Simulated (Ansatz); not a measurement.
**K on Fe(100): change of the work function**

How does K on the hollow site change the work function of Fe(100) as the layer fills?

Program: Ansatz 0.2.0. Level of theory: plane-wave DFT, PBE, Ansatz PAW. Results are calculated unless marked as measured.

### Step 1. The starting structure

The cell holds 5 atoms: 5 Fe. Cell: a = 2.870 Å, b = 2.870 Å, c = 23.740 Å, α = 90.0°, β = 90.0°, γ = 90.0°. Vacuum lies along c.

### Step 2. The clean slab

The bare slab comes first, as the zero from which every change is counted. The two lowest layers are held at bulk places and the upper ones relax. The dipole correction removes the false field that a one-sided slab makes across the periodic vacuum, so each face gets a flat vacuum level of its own.

input.yaml

```yaml
crystal:
  lattice:
    - [2.87, 0.0, 0.0]
    - [0.0, 2.87, 0.0]
    - [0.0, 0.0, 23.74]
  atoms:
    - { symbol: Fe, position: [0.0, 0.0, 0.3791069924], spin: 2.5 }
    - { symbol: Fe, position: [0.5, 0.5, 0.4395534962], spin: 2.5 }
    - { symbol: Fe, position: [0.0, 0.0, 0.5], spin: 2.5 }
    - { symbol: Fe, position: [0.5, 0.5, 0.5604465038], spin: 2.5 }
    - { symbol: Fe, position: [0.0, 0.0, 0.6208930076], spin: 2.5 }
magnetization:
  spin_polarized: true
kpoints:
  mp_grid: { grid: [10, 10, 1] }
hamiltonian:
  xc: pbe
scf:
  occupations: { method: fermi_dirac, width: 0.1 }
  convergence: { dr2_threshold: 1.0e-08 }
efield:
  axis: 3
  dipole_correction: true
  ramp_position: 0.97
  ramp_width: 0.06
relax:
  f_tol: 0.02
  max_steps: 60
  constraints: [{ sites: [0, 1] }]
output:
  write_potential: true
  write_density: true
  volumetric_format: npy
```

Launch:

```sh
> ansatz run input.yaml --threads 4 --pin off --max-ram 12288MiB --backend cpu --events-out ev --progress --plain --runs-dir out
```

Numbers of over 12 decimals in the logs are rounded to 6 here.

Log:

```text
Engine: ansatz 0.2.0, aarch64-unknown-linux-gnu
Pseudopotentials: kind: paw
Pseudopotential: Fe, paw, valence charge 16, recommended cutoff 420 eV (normal), Fe.paw.azcp
Functional definition: PBE
  parameter kappa = 0.804
  parameter beta = 0.066725
  exchange = pbe_x(kappa = kappa, mu = beta*pi^2/3)
  correlation = pbe_c(beta = beta)
Crystal: 5 atoms, lattice volume = 195.544 Å³
Basis set: ecut = 420 eV, 3827 PW (Γ), exchange–correlation on 40×40×320 points (8 copies of the dense FFT grid, shifted against one another)
Bands: 56, of which v1, the nominal top of the filled ones, is band 40 counted from 1 (39 counted from 0)
Symmetry: 8 space group operations
k-points: 21 of 100
Non-local potential: Fe, projectors of the file, l = 0: 3, l = 1: 2, l = 2: 3, l = 3: 1
PAW form: soft (Blöchl's): semilocal exchange-correlation on the pseudo side does not see the compensation charge
PAW one-centre angular grid: Fe, 590 points (default); XC on 64 Gauss nodes
Initial density: superposition of atomic densities (neutral atoms: chi_scale 0, normalization atom)
Starting moments: Σ|m| = 12.5 μB on 5 of 5 sites
Initial wavefunctions: pseudopotential atomic-orbital guess
Functional: x = pbe(κ = 0.804, μ = 0.219515), c = pbe(β = 0.066725)
SCF iter   1: F=—  HF=-22399.003503 eV  |F-HF|=—  |Δ(HF+E_count)|=         —  Δρ=4.37e-2 (↑1.80e-2 ↓4.37e-2)  dr2=1.35e1  dr2_m=1.15e0  M=12.634 μB ∫|m|=12.767 μB  β_m=1.00  ethr=3.10e-3  p=0.000 e·Å  D=1.02e-13 V/Å  ΔV_dip=-0.00 eV  dr2_dipole=4.20e-8  V_vac-E_F(+/−)=7.33/7.33 eV  ⟨swp⟩=10.5  Hψ=12217  notcnv=0  defer=27
Mixer restart at iter 1: flushing history
efield: sawtooth ramp at fractional position 0.9700 (set: `efield.ramp_position`, or a place that a band, a saddle search or an elastic batch's reference lends), width 0.0600; the density the first Hamiltonian is built on has a dipole p = 0.000 e·Å; the dipole correction subtracts the counter field D = 1.02e-13 V/Å, which shifts the + side's vacuum level by -0.00 eV against the − side's; the planar-averaged density in the ramp window peaks in size at 5.2e-7 e/Å³
preconditioner: auto → LDOS  [metal: Δε(μ)=0.007 eV  Ē_g=6.349 eV  σ=0.100 eV  W_gap=0.02  n_scr=44 (ndim 8)  ℏωp=16.8 eV  f_vac=0.612  D(μ)=7.07/eV (n_scr^D=62)]
spin=Collinear: LDOS preconditioning applied to the charge; magnetization (m = ρ↑ − ρ↓) channel mixes plain (no charge-response kernel on spin).
SCF iter   2: F=—  HF=-22397.245950 eV  |F-HF|=—  |Δ(HF+E_count)|=    1.76e0  Δρ=1.34e-2 (↑1.34e-2 ↓1.11e-2)  dr2=2.59e0  dr2_m=1.32e-1  M=12.888 μB ∫|m|=13.263 μB  β_m=0.36  ethr=3.10e-3  p=-0.000 e·Å  D=-2.88e-6 V/Å  ΔV_dip=0.00 eV  dr2_dipole=3.54e-10  V_vac-E_F(+/−)=5.73/5.73 eV  ⟨swp⟩=3.1  Hψ=4350  notcnv=0  defer=109
density mixer auto → msr1: a metal under ldos (density of states about μ 2.82 of a free-electron gas's, 44 screened modes)
SCF iter   3: F=—  HF=-22398.654338 eV  |F-HF|=—  |Δ(HF+E_count)|=    1.41e0  Δρ=6.93e-3 (↑6.93e-3 ↓4.42e-3)  dr2=2.25e-1  dr2_m=2.80e-2  M=12.936 μB ∫|m|=13.432 μB  β_m=0.46  ethr=3.10e-3  p=-0.000 e·Å  D=-2.69e-6 V/Å  ΔV_dip=0.00 eV  dr2_dipole=1.02e-10  V_vac-E_F(+/−)=4.59/4.59 eV  ⟨swp⟩=2.8  Hψ=3467  notcnv=0  defer=109
SCF iter   4: F=—  HF=-22399.651566 eV  |F-HF|=—  |Δ(HF+E_count)|=         —  Δρ=7.29e-3 (↑7.29e-3 ↓5.75e-3)  dr2=4.31e-2  dr2_m=6.48e-2  M=13.322 μB ∫|m|=13.873 μB  β_m=0.46  ethr=2.81e-4  p=-0.000 e·Å  D=-2.74e-6 V/Å  ΔV_dip=0.00 eV  dr2_dipole=8.19e-10  V_vac-E_F(+/−)=3.98/3.98 eV  ⟨swp⟩=3.2  Hψ=4234  notcnv=0  defer=104
SCF iter   5: F=—  HF=-22399.843925 eV  |F-HF|=—  |Δ(HF+E_count)|=   1.92e-1  Δρ=3.26e-3 (↑3.26e-3 ↓2.72e-3)  dr2=1.19e-2  dr2_m=1.36e-2  M=13.297 μB ∫|m|=13.869 μB  β_m=0.64  ethr=5.39e-5  p=0.000 e·Å  D=1.58e-7 V/Å  ΔV_dip=-0.00 eV  dr2_dipole=1.92e-10  V_vac-E_F(+/−)=3.79/3.79 eV  ⟨swp⟩=2.6  Hψ=4896  notcnv=0  defer=103
SCF iter   6: F=—  HF=-22399.878917 eV  |F-HF|=—  |Δ(HF+E_count)|=   3.50e-2  Δρ=2.03e-3 (↑2.03e-3 ↓1.44e-3)  dr2=5.84e-3  dr2_m=3.98e-3  M=13.344 μB ∫|m|=13.919 μB  β_m=0.73  ethr=1.49e-5  p=0.000 e·Å  D=4.60e-7 V/Å  ΔV_dip=-0.00 eV  dr2_dipole=5.46e-12  V_vac-E_F(+/−)=3.83/3.83 eV  ⟨swp⟩=2.6  Hψ=4731  notcnv=0  defer=105
SCF iter   7: F=—  HF=-22399.879975 eV  |F-HF|=—  |Δ(HF+E_count)|=   1.06e-3  Δρ=5.22e-4 (↑5.22e-4 ↓3.80e-4)  dr2=5.49e-4  dr2_m=1.84e-4  M=13.333 μB ∫|m|=13.913 μB  β_m=0.76  ethr=7.30e-6  p=0.000 e·Å  D=4.57e-7 V/Å  ΔV_dip=-0.00 eV  dr2_dipole=3.33e-14  V_vac-E_F(+/−)=3.82/3.82 eV  ⟨swp⟩=2.1  Hψ=4009  notcnv=0  defer=105
SCF iter   8: F=—  HF=-22399.880296 eV  |F-HF|=—  |Δ(HF+E_count)|=   3.21e-4  Δρ=2.47e-4 (↑2.47e-4 ↓2.37e-4)  dr2=2.20e-4  dr2_m=3.22e-5  M=13.336 μB ∫|m|=13.918 μB  β_m=0.72  ethr=6.87e-7  p=0.000 e·Å  D=2.62e-7 V/Å  ΔV_dip=-0.00 eV  dr2_dipole=1.33e-11  V_vac-E_F(+/−)=3.83/3.83 eV  ⟨swp⟩=3.4  Hψ=4943  notcnv=0  defer=106
SCF iter   9: F=—  HF=-22399.880313 eV  |F-HF|=—  |Δ(HF+E_count)|=   1.73e-5  Δρ=9.58e-5 (↑8.22e-5 ↓9.58e-5)  dr2=2.78e-5  dr2_m=8.75e-6  M=13.339 μB ∫|m|=13.921 μB  β_m=0.86  ethr=2.75e-7  p=0.000 e·Å  D=8.24e-8 V/Å  ΔV_dip=-0.00 eV  dr2_dipole=1.96e-11  V_vac-E_F(+/−)=3.83/3.83 eV  ⟨swp⟩=2.1  Hψ=3752  notcnv=0  defer=110
SCF iter  10: F=—  HF=-22399.880329 eV  |F-HF|=—  |Δ(HF+E_count)|=   1.57e-5  Δρ=6.14e-5 (↑6.14e-5 ↓2.52e-5)  dr2=1.06e-5  dr2_m=1.01e-6  M=13.340 μB ∫|m|=13.922 μB  β_m=0.75  ethr=3.47e-8  p=0.000 e·Å  D=9.23e-8 V/Å  ΔV_dip=-0.00 eV  dr2_dipole=3.20e-11  V_vac-E_F(+/−)=3.83/3.83 eV  ⟨swp⟩=2.1  Hψ=4072  notcnv=0  defer=110
SCF iter  11: F=—  HF=-22399.880327 eV  |F-HF|=—  |Δ(HF+E_count)|=   2.05e-6  Δρ=3.46e-5 (↑3.46e-5 ↓2.11e-5)  dr2=3.10e-6  dr2_m=4.92e-7  M=13.340 μB ∫|m|=13.922 μB  β_m=0.69  ethr=1.32e-8  p=-0.000 e·Å  D=-5.77e-9 V/Å  ΔV_dip=0.00 eV  dr2_dipole=6.91e-12  V_vac-E_F(+/−)=3.83/3.83 eV  ⟨swp⟩=2.4  Hψ=3919  notcnv=0  defer=110
SCF iter  12: F=—  HF=-22399.880327 eV  |F-HF|=—  |Δ(HF+E_count)|=   2.25e-7  Δρ=4.89e-6 (↑4.75e-6 ↓4.89e-6)  dr2=6.17e-8  dr2_m=2.70e-8  M=13.340 μB ∫|m|=13.922 μB  β_m=0.84  ethr=3.87e-9  p=0.000 e·Å  D=3.88e-8 V/Å  ΔV_dip=-0.00 eV  dr2_dipole=3.63e-12  V_vac-E_F(+/−)=3.84/3.84 eV  ⟨swp⟩=2.8  Hψ=3784  notcnv=0  defer=108
SCF iter  13: F=—  HF=-22399.880327 eV  |F-HF|=—  |Δ(HF+E_count)|=   9.23e-8  Δρ=1.66e-6 (↑1.66e-6 ↓1.08e-6)  dr2=9.88e-9  dr2_m=1.96e-9  M=13.340 μB ∫|m|=13.922 μB  β_m=0.87  ethr=7.72e-11  p=-0.000 e·Å  D=-4.16e-8 V/Å  ΔV_dip=0.00 eV  dr2_dipole=3.81e-12  V_vac-E_F(+/−)=3.84/3.84 eV  ⟨swp⟩=3.0  Hψ=4409  notcnv=0  defer=108
[...]
spin=Collinear: LDOS preconditioning applied to the charge; magnetization (m = ρ↑ − ρ↓) channel mixes plain (no charge-response kernel on spin).
SCF iter   2: F=—  HF=-22399.901306 eV  |F-HF|=—  |Δ(HF+E_count)|=   5.65e-3  Δρ=7.65e-4 (↑7.18e-4 ↓7.65e-4)  dr2=5.65e-3  dr2_m=1.54e-4  M=13.227 μB ∫|m|=13.785 μB  β_m=0.32  ethr=2.71e-5  p=0.001 e·Å  D=5.24e-4 V/Å  ΔV_dip=-0.01 eV  dr2_dipole=6.35e-4  V_vac-E_F(+/−)=3.82/3.83 eV  ⟨swp⟩=2.0  Hψ=3723  notcnv=0  defer=107
density mixer auto → msr1: a metal under ldos (density of states about μ 2.50 of a free-electron gas's, 44 screened modes)
SCF iter   3: F=—  HF=-22399.900967 eV  |F-HF|=—  |Δ(HF+E_count)|=   3.39e-4  Δρ=7.20e-4 (↑7.20e-4 ↓3.88e-4)  dr2=1.64e-3  dr2_m=3.29e-4  M=13.224 μB ∫|m|=13.780 μB  β_m=0.59  ethr=7.06e-6  p=0.001 e·Å  D=5.33e-4 V/Å  ΔV_dip=-0.01 eV  dr2_dipole=2.23e-4  V_vac-E_F(+/−)=3.82/3.83 eV  ⟨swp⟩=1.4  Hψ=2453  notcnv=0  defer=108
SCF iter   4: F=—  HF=-22399.901537 eV  |F-HF|=—  |Δ(HF+E_count)|=   5.70e-4  Δρ=3.39e-4 (↑3.39e-4 ↓1.78e-4)  dr2=2.35e-4  dr2_m=1.05e-4  M=13.220 μB ∫|m|=13.775 μB  β_m=0.69  ethr=2.05e-6  p=-0.000 e·Å  D=-7.02e-5 V/Å  ΔV_dip=0.00 eV  dr2_dipole=7.90e-5  V_vac-E_F(+/−)=3.83/3.83 eV  ⟨swp⟩=2.0  Hψ=3512  notcnv=0  defer=108
SCF iter   5: F=—  HF=-22399.901521 eV  |F-HF|=—  |Δ(HF+E_count)|=   1.63e-5  Δρ=1.20e-4 (↑8.78e-5 ↓1.20e-4)  dr2=3.60e-5  dr2_m=8.21e-6  M=13.220 μB ∫|m|=13.776 μB  β_m=0.72  ethr=2.94e-7  p=-0.001 e·Å  D=-6.31e-4 V/Å  ΔV_dip=0.01 eV  dr2_dipole=3.01e-7  V_vac-E_F(+/−)=3.85/3.83 eV  ⟨swp⟩=2.5  Hψ=4012  notcnv=0  defer=108
SCF iter   6: F=—  HF=-22399.901529 eV  |F-HF|=—  |Δ(HF+E_count)|=   8.21e-6  Δρ=1.37e-4 (↑1.37e-4 ↓4.35e-5)  dr2=3.25e-5  dr2_m=8.16e-6  M=13.219 μB ∫|m|=13.774 μB  β_m=0.62  ethr=4.50e-8  p=-0.001 e·Å  D=-8.22e-4 V/Å  ΔV_dip=0.02 eV  dr2_dipole=1.75e-6  V_vac-E_F(+/−)=3.85/3.83 eV  ⟨swp⟩=2.6  Hψ=4456  notcnv=0  defer=107
SCF iter   7: F=—  HF=-22399.901519 eV  |F-HF|=—  |Δ(HF+E_count)|=   1.03e-5  Δρ=2.52e-5 (↑2.52e-5 ↓1.43e-5)  dr2=9.01e-7  dr2_m=5.91e-7  M=13.220 μB ∫|m|=13.774 μB  β_m=0.75  ethr=4.06e-8  p=-0.001 e·Å  D=-9.66e-4 V/Å  ΔV_dip=0.02 eV  dr2_dipole=1.26e-7  V_vac-E_F(+/−)=3.85/3.83 eV  ⟨swp⟩=2.4  Hψ=3818  notcnv=0  defer=107
SCF iter   8: F=—  HF=-22399.901519 eV  |F-HF|=—  |Δ(HF+E_count)|=   3.88e-7  Δρ=1.53e-5 (↑1.53e-5 ↓1.23e-5)  dr2=8.67e-7  dr2_m=1.17e-7  M=13.220 μB ∫|m|=13.774 μB  β_m=0.63  ethr=1.13e-9  p=-0.001 e·Å  D=-1.03e-3 V/Å  ΔV_dip=0.02 eV  dr2_dipole=2.45e-8  V_vac-E_F(+/−)=3.86/3.83 eV  ⟨swp⟩=2.6  Hψ=4448  notcnv=0  defer=107
SCF iter   9: F=—  HF=-22399.901519 eV  |F-HF|=—  |Δ(HF+E_count)|=   8.38e-8  Δρ=4.37e-6 (↑2.92e-6 ↓4.37e-6)  dr2=6.66e-8  dr2_m=1.32e-8  M=13.220 μB ∫|m|=13.774 μB  β_m=0.62  ethr=1.08e-9  p=-0.001 e·Å  D=-1.05e-3 V/Å  ΔV_dip=0.02 eV  dr2_dipole=5.86e-9  V_vac-E_F(+/−)=3.86/3.83 eV  ⟨swp⟩=2.2  Hψ=3660  notcnv=0  defer=107
SCF iter  10: F=—  HF=-22399.901519 eV  |F-HF|=—  |Δ(HF+E_count)|=   1.79e-8  Δρ=3.84e-6 (↑3.84e-6 ↓1.51e-6)  dr2=3.15e-8  dr2_m=3.97e-9  M=13.220 μB ∫|m|=13.774 μB  β_m=0.51  ethr=8.32e-11  p=-0.001 e·Å  D=-1.05e-3 V/Å  ΔV_dip=0.02 eV  dr2_dipole=2.77e-10  V_vac-E_F(+/−)=3.86/3.83 eV  ⟨swp⟩=2.7  Hψ=4182  notcnv=0  defer=107
SCF iter  11: F=—  HF=-22399.901519 eV  |F-HF|=—  |Δ(HF+E_count)|=   7.20e-9  Δρ=7.34e-7 (↑7.34e-7 ↓6.39e-7)  dr2=1.19e-9  dr2_m=3.53e-10  M=13.220 μB ∫|m|=13.774 μB  β_m=0.50  ethr=3.93e-11  p=-0.001 e·Å  D=-1.06e-3 V/Å  ΔV_dip=0.03 eV  dr2_dipole=1.50e-12  V_vac-E_F(+/−)=3.86/3.83 eV  ⟨swp⟩=2.6  Hψ=3973  notcnv=0  defer=107
SCF iter  12: F=-22399.901519 eV  HF=-22399.901519 eV  |F-HF|=2.99e-9  |Δ(HF+E_count)|=   6.75e-9  Δρ=1.27e-6 (↑3.93e-7 ↓1.27e-6)  dr2=7.26e-9  dr2_m=5.34e-10  M=13.220 μB ∫|m|=13.774 μB  ethr=1.49e-12  p=-0.001 e·Å  D=-1.05e-3 V/Å  ΔV_dip=0.03 eV  dr2_dipole=5.10e-10  V_vac-E_F(+/−)=3.86/3.83 eV  ⟨swp⟩=5.6  Hψ=12911  notcnv=0
SCF 3 converged in 12 iterations: F = -22399.901519 eV  dr2 = 7.26e-9
relax step   3: F+E_penalty+E_count = -22399.90151905 eV  Δ(F+E_penalty+E_count) = -6.180e-3 eV  max|allowed force component| = 1.748e-2 eV/Å  Δτ_max = 0.0544 Å  (12 SCF iters, accepted)
NSCF: frozen V_eff on 21 k-points
the band table was solved once a step of the walk had ended and its energy, with any forces and stress, was formed, with the checks that follow a solve (13246 applications of the Hamiltonian). They found nothing against the state; the energy, forces and stress were not computed again (output.eigenvalues in the input reference)
WARN: The output density's exchange-correlation potential varies sharply where the density is thin. Do not read a vacuum level from v_tot or v_xc, or from such a field of the output density. On a cell that repeats whose density bears no net charge and no dipole along the vacuum's axis use v_es (v_loc + v_h of the components); under efield.dipole_correction with no amplitude use v_es + v_field, which holds any externa [...]
SCF converged after 12 iterations
Magnetization: 13.2196 μB (46.6098 up, 33.3902 down)
Absolute magnetization: 13.7748 μB (∫|ρ↑−ρ↓|, with the PAW one-centre terms)
Spin contamination: 0.2269 ħ² per cell (⟨S²⟩ above its minimum at these occupations)
Per-site moments (μB) at R_I (Å): [(2.971256, 1.025266), (2.378410, 1.021198), (2.502540, 1.021198), (2.306174, 1.004049), (2.917643, 1.004049)]
Free energy (F): -22399.901519 eV
Harris-Foulkes:  -22399.901519 eV  (|F-HF|=2.99e-9)
Internal energy: -22399.717438 eV  (E = F + TS)
E sigma→0 (E₀):  -22399.809479 eV
Entropy (-TS):   -0.184081 eV (-36.816 meV/atom)
Fermi energy:    2.830636 eV
Dipole field:    D = -0.001086 V/Å  (p = -0.001173 e·Å, saw-weighted, corrected)
Work function:   Φ+ = 3.8562 eV   Φ− = 3.8304 eV
Levels:          The Fermi level and band energies are counted from a zero that moves with the ramp; work functions are not
--- Per-component energies (eV) ---
  E_band       = -2318.881931
  E_kinetic    = 1740.074507
  E_local      = -149140.443791  (includes V_loc(G=0)·N_el)
  E_nonlocal   = 1108.494206
  E_hartree    = 73116.063402
  E_xc         = -582.133596
  E_vxc        = -749.021399  (∫ρ·V_xc dr)
  E_paw        = -6841.218724  (= ΣΔE_a)
  E_vpaw       = -1510.109344  (= ΣTr[D̂ρ^β])
  E_aug_tail   = 0.004031  (compensation charges beyond the density's cutoff)
  E_efield     = 0.000001  (sawtooth field / dipole correction)
  E_vefield    = -0.002345  (∫n·V_field dr)
  E_ewald      = 58199.442526
  E_smearing   = -0.184081  (= −TS)
  E_closure    = -0.000000  (closes the sum)
  Σ components = -22399.901519   (vs F -22399.901519, Δ=0.00e0)
--- Forces (eV/Å), atoms counted from 1 ---
  atom   1  Fe     0.00000000     0.00000000     0.44641193
  atom   2  Fe     0.00000000     0.00000000    -0.44525862
  atom   3  Fe     0.00000000     0.00000000    -0.00422702
  atom   4  Fe     0.00000000     0.00000000    -0.01439275
  atom   5  Fe     0.00000000     0.00000000     0.01747691
  max |Σ_I F_I| component: 1.05e-5 eV/Å
--- Band table (eV; the first three rows and the last of 42) ---
  k-point 0 ↑: bands = [... 36 lower, 0.7054, 0.8088, 0.9244, 1.2657, 1.4139, 1.4694, 1.4694, 1.8781, ... 12 higher]
  k-point 1 ↑: bands = [... 36 lower, 0.9404, 0.9430, 0.9953, 1.1268, 1.4384, 1.4458, 1.7296, 1.8519, ... 12 higher]
  k-point 2 ↑: bands = [... 36 lower, 1.0355, 1.0810, 1.1540, 1.3622, 1.4440, 1.4691, 1.8594, 1.8829, ... 12 higher]
  k-point 20 ↓: bands = [... 36 lower, 4.1769, 4.5081, 4.6201, 4.6580, 4.6787, 4.7452, 4.7685, 4.8144, ... 12 higher]
--- Relaxed structure (3 steps of the walk, 3 accepted, 0 SCFs on fresh bases) ---
  F+E_penalty+E_count = -22399.90151905 eV   max|allowed force component| = 1.748e-2 eV/Å
  atoms:
    - { symbol: Fe, position: [0.0, 0.0, 0.3791069924] }
    - { symbol: Fe, position: [0.5, 0.5, 0.4395534962] }
    - { symbol: Fe, position: [0, 0.0, 0.499278] }
    - { symbol: Fe, position: [0.5, 0.5, 0.559881] }
    - { symbol: Fe, position: [0, 0.0, 0.616492] }
```

It took 61 s on 4 threads of Arm Neoverse V1, shared host; peak memory 0.75 GiB.

Step by step:

```tsv
step	energy less that of the first step (eV)	largest force component (eV/Å)
1	0.0000	0.4526
2	-0.0150	0.2499
3	-0.0212	0.0175
```

Forces are held to the 8 operations that the run works with; a distortion that breaks them can't arise in this run.

The atoms that moved most (Å):

```tsv
atom	dx	dy	dz	length
Fe5	0.000	0.000	-0.104	0.104
Fe3	0.000	0.000	-0.017	0.017
Fe4	0.000	0.000	-0.013	0.013
```

Final coordinates:

```cif
data_structure
_symmetry_space_group_name_H-M 'P 1'
_symmetry_Int_Tables_number 1
_cell_length_a 2.8700
_cell_length_b 2.8700
_cell_length_c 23.7400
_cell_angle_alpha 90.000
_cell_angle_beta 90.000
_cell_angle_gamma 90.000
_cell_volume 195.54
loop_
_atom_site_label
_atom_site_type_symbol
_atom_site_fract_x
_atom_site_fract_y
_atom_site_fract_z
_atom_site_occupancy
Fe1 Fe 0.00000 0.00000 0.37911 1
Fe2 Fe 0.50000 0.50000 0.43955 1
Fe3 Fe 0.00000 0.00000 0.49928 1
Fe4 Fe 0.50000 0.50000 0.55988 1
Fe5 Fe 0.00000 0.00000 0.61649 1
```

This step gave:

```
energy at zero smearing        : -22399.8095 eV
total moment                   : 13.22 μB
site moments                   : 2.971, 2.378, 2.503, 2.306, 2.918 μB
work function, upper face      : 3.856 eV
work function, lower face      : 3.830 eV
dipole along the normal        : -0.001173 e·Å
step between the vacuum levels : 0.02578 eV
```

Running mean over 1.435 Å of the planar mean; the ramp of the sawtooth is left out. Table of electron's electrostatic potential energy less the Fermi level by z:

```tsv
z (Å)	electron's electrostatic potential energy less the Fermi level (eV)
3.0	3.83
3.5	3.83
4.0	3.83
4.5	3.83
5.0	3.83
5.5	3.82
6.0	3.79
6.5	3.70
7.0	3.41
7.5	2.41
8.0	-0.871
8.5	-5.84
9.0	-9.01
9.5	-9.59
10.0	-9.60
10.5	-9.62
11.0	-9.71
11.5	-9.67
12.0	-9.56
12.5	-9.52
13.0	-9.63
13.5	-10.2
14.0	-10.5
14.5	-9.82
15.0	-7.06
15.5	-2.15
16.0	1.87
16.5	3.28
17.0	3.68
17.5	3.80
18.0	3.84
18.5	3.85
19.0	3.85
19.5	3.86
20.0	3.86
20.5	3.86
```

Site moment by atom:

```tsv
atom	site moment (μB)
Fe1	2.97
Fe2	2.38
Fe3	2.50
Fe4	2.31
Fe5	2.92
```

The relaxation took 3 steps and lowered the energy by 0.021 eV; the largest force on the free atoms ends at 0.017 eV/Å.

The work function of the upper face is 3.86 eV.

(Part 1 of 5 ends here.)

[Logs are printed without paths, hosts, clocks, repeated set-up lines and the standing remarks that a program may print on its own settings, such as how far it seeks lower states.]

[Hosts, paths, dates, database ids (printed as entryN), source tags and the programs' standing remarks are cut or masked in the printed files.]

[Maps of the electrostatic potential energy from Ansatz leave out the sawtooth potential of an applied field or a dipole correction, so their vacuum need not be flat; planar profiles and work functions include it.]
